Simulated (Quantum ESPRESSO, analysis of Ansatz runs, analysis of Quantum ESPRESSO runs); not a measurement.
# Reproducing a measured charge-transition level: substitutional Se in Si (Quantum ESPRESSO), part 2 of 2

Subject: substitutional Se in Si. Wanted: its charge-transition level, in one set-up (PBE, GBRV 1.5 PBE, 64-site cell, PBE lattice, k: the zone centre alone then 2x2x2 shifted, dielectric constants 11.7 and 11.7 (handbook)). The model is a cell of 64 host atoms with 1 Si taken out and 1 Se put in. The level is the Fermi energy at which two charge states have equal formation energy, after a correction for the images of the charge. A local or semilocal functional is the cheapest first rung.

Quantum ESPRESSO 7.5; PBE, GBRV 1.5 PBE, 64-site cell, PBE lattice, k: the zone centre alone then 2x2x2 shifted, dielectric constants 11.7 and 11.7 (handbook).

So far: The starting structure; Relaxation, charge +2; Single point, charge +2; Relaxation, charge +1; Single point, charge +1.

### 6. Relaxation, charge 0

pw.in

```
&CONTROL
  calculation = 'relax'
  prefix = 'pwscf'
  outdir = './tmp'
  pseudo_dir = './pseudo'
  tprnfor = .true.
  disk_io = 'low'
  nstep = 70
  forc_conv_thr = 0.00078
  etot_conv_thr = 0.0001
/
&SYSTEM
  ibrav = 0
  nat = 64
  ntyp = 2
  ecutwfc = 45
  ecutrho = 360
  nbnd = 133
  occupations = 'smearing'
  smearing = 'fd'
  degauss = 0.00073499
  nosym = .true.
/
&ELECTRONS
  conv_thr = 6d-08
  electron_maxstep = 100
  mixing_beta = 0.5
/
&IONS
  ion_dynamics = 'bfgs'
/
ATOMIC_SPECIES
Si    28.0850 si_pbe_v1.uspp.F.UPF
Se    78.9710 se_pbe_v1.uspp.F.UPF
CELL_PARAMETERS angstrom
  10.9364688678    0.0000000000    0.0000000000
   0.0000000000   10.9364688678    0.0000000000
   0.0000000000    0.0000000000   10.9364688678
ATOMIC_POSITIONS crystal
Si    -0.0015978551    0.0024028240    0.2535461523
Si     0.0015837690    0.2485613021   -0.0040402629
[... 1 atom line left out ...]
Si     0.2503270258    0.2454409362    0.2500994571
Si     0.1295422291    0.1247131364    0.3754333177
Si     0.1231763085    0.3711163161    0.1265789391
[... 1 atom line left out ...]
Se     0.3733912327    0.3738649239    0.3708738189
[... 5 atom lines left out ...]
Si     0.1268630005    0.3775255408    0.6216754289
[... 8 atom lines left out ...]
Si     0.3734749242    0.6213301628    0.1272601634
[... 3 atom lines left out ...]
Si     0.2514547362    0.5021726079    0.4962496110
[... 3 atom lines left out ...]
Si     0.3710933819    0.6226292764    0.6251410850
[... 5 atom lines left out ...]
Si     0.6207421705    0.1257637446    0.3735203102
[... 4 atom lines left out ...]
Si     0.4962593160    0.2489192160    0.4976039430
[... 6 atom lines left out ...]
Si     0.5002632362    0.4962105824    0.2474558064
[... 3 atom lines left out ...]
Si     0.6234593438    0.6209987030    0.3734132106
[... 10 atom lines left out ...]
Si     0.8708797791    0.8736304923    0.8735681731
K_POINTS gamma
```

On the command line:

```sh
> OMP_NUM_THREADS=1 mpirun -n 4 pw.x -in pw.in > pw.out
```

Wall time 17 min (4 MPI ranks of Arm Neoverse V1, shared host); peak memory 3.6 GiB; 67 min of CPU time.

The steps of the relaxation:

```
step  energy less that of the first step (eV)
   0                                   0.0000
   1                                  -0.8598
   2                                  -1.3533
   3                                  -1.6055
   4                                  -1.6588
   5                                  -1.7109
   6                                  -1.7358
   7                                  -1.7426
   8                                  -1.7489
   9                                  -1.7533
  10                                  -1.7549
  11                                  -1.7568
  12                                  -1.7587
  13                                  -1.7598
  14                                  -1.7607
  15                                  -1.7611
```

The atoms that moved most (Å):

| atom | dx | dy | dz | length |
| --- | --- | --- | --- | --- |
| Si42 | 0.160 | -0.113 | 0.146 | 0.244 |
| Si27 | -0.146 | 0.098 | 0.163 | 0.240 |
| Si49 | 0.115 | 0.166 | -0.104 | 0.228 |
| Si4 | -0.136 | -0.085 | -0.137 | 0.211 |
| Si14 | -0.044 | -0.041 | 0.047 | 0.076 |
| Si5 | -0.070 | -0.020 | -0.001 | 0.073 |
| Si23 | -0.003 | 0.055 | -0.045 | 0.072 |
| Si53 | 0.029 | 0.057 | 0.022 | 0.067 |

Neighbours of Se8 at the end:

```csv
atom,distance (Å)
Si42,2.585
Si27,2.586
Si49,2.586
Si4,2.591
Si38,3.887
Si6,3.887
Si23,3.888
Si37,3.889
Si21,3.889
Si31,3.890
Si5,3.890
Si15,3.891
Si14,3.891
Si53,3.892
Si7,3.893
Si46,3.895
```

From the first step to the last the energy fell by 1.761 eV, and the largest move was 0.24 Å (Si42 and 1 other atom alike). Judged within 0.08 Å, the space group went from P1 to P-43m.

### 7. Single point, charge 0

This step: Quantum ESPRESSO plane-wave DFT, PBE, GBRV 1.5 PBE potentials; single point of a defect supercell.

pw.in

```
&CONTROL
  calculation = 'scf'
  prefix = 'pwscf'
  outdir = './tmp'
  pseudo_dir = './pseudo'
  tprnfor = .true.
  disk_io = 'low'
/
&SYSTEM
  ibrav = 0
  nat = 64
  ntyp = 2
  ecutwfc = 45
  ecutrho = 360
  nbnd = 133
  occupations = 'smearing'
  smearing = 'fd'
  degauss = 0.00073499
  nosym = .true.
/
&ELECTRONS
  conv_thr = 6d-08
  electron_maxstep = 100
  mixing_beta = 0.5
/
ATOMIC_SPECIES
Si    28.0850 si_pbe_v1.uspp.F.UPF
Se    78.9710 se_pbe_v1.uspp.F.UPF
CELL_PARAMETERS angstrom
  10.9364688678    0.0000000000    0.0000000000
   0.0000000000   10.9364688678    0.0000000000
   0.0000000000    0.0000000000   10.9364688678
ATOMIC_POSITIONS crystal
Si    -0.0005188366   -0.0000651850    0.2488591121
Si    -0.0003789971    0.2492063856   -0.0004355233
[... 1 atom line left out ...]
Si     0.2378473055    0.2376714778    0.2375471012
[... 3 atom lines left out ...]
Se     0.3743248602    0.3747438679    0.3742836957
[... 5 atom lines left out ...]
Si     0.1228792305    0.3737522771    0.6260010029
Si     0.3735387786    0.1233376473    0.6260369376
[... 11 atom lines left out ...]
Si     0.2380659457    0.5111111862    0.5111362385
[... 3 atom lines left out ...]
Si     0.3756825949    0.6259292160    0.6260820174
[... 5 atom lines left out ...]
Si     0.6259704740    0.1234575054    0.3736000112
Si     0.6257361308    0.3736385660    0.1230780679
[... 3 atom lines left out ...]
Si     0.5108647394    0.2385750818    0.5109392589
[... 3 atom lines left out ...]
Si     0.6261620338    0.3757875793    0.6260725459
[... 2 atom lines left out ...]
Si     0.5108185659    0.5114160612    0.2379280582
[... 3 atom lines left out ...]
Si     0.6261240995    0.6261754916    0.3753825408
[... 10 atom lines left out ...]
Si     0.8746632275    0.8745931207    0.8744690357
K_POINTS automatic
2 2 2 1 1 1
```

pp_potential.in

```
&INPUTPP
  prefix = 'pwscf'
  outdir = './tmp'
  filplot = 'potential.dat'
  plot_num = 11
/
&PLOT
  nfile = 1
  filepp(1) = 'potential.dat'
  iflag = 3
  output_format = 6
  fileout = 'potential.cube'
/
```

On the command line:

```sh
> OMP_NUM_THREADS=1 mpirun -n 4 pw.x -nk 2 -in pw.in > pw.out
> OMP_NUM_THREADS=1 mpirun -n 4 pp.x -in pp_potential.in > pp_potential.out
```

Elapsed: 12 min, on 4 MPI ranks; peak memory 8.5 GiB.

### 8. Charge-transition levels

Analysis of the runs above: levels from Quantum ESPRESSO plane-wave DFT, PBE, GBRV 1.5 PBE potentials energies with an image-charge correction aligned at atomic sites (own code after Kumagai and Oba).

It gives:

| Property | Result |
| --- | --- |
| gap | 0.6222 eV |

### 9. Summary of results

| Quantity | Value |
| --- | --- |
| static dielectric constant used | 11.7 |
| band gap of the host | 0.62 eV |
| (plus 2/plus 1) level below the conduction-band bottom | 0.56 eV |
| (plus 1/0) level below the conduction-band bottom | 0.21 eV |

(+1/0) level below the conduction-band bottom: computed 0.21 eV, measured 0.307 eV; 0.09 eV shallower than the measurement. (+2/+1) level below the conduction-band bottom: computed 0.56 eV, measured 0.593 eV; 0.03 eV shallower than the measurement. The level is counted in a gap of 0.62 eV, and the correction is screened by a dielectric constant of 11.7 from a handbook. Levels hang on the band edges, which semilocal functionals place too close together.

[Logs are printed without paths, hosts, clocks, repeated set-up lines and the standing remarks that a program may print on its own settings, such as how far it seeks lower states.]

[Hosts, paths, dates, database ids (printed as entryN), source tags and the programs' standing remarks are cut or masked in the printed files.]

[For some hosts the program warned that the k-mesh of the response run may be too coarse for force constants and the static dielectric constant; such warnings are not shown here.]
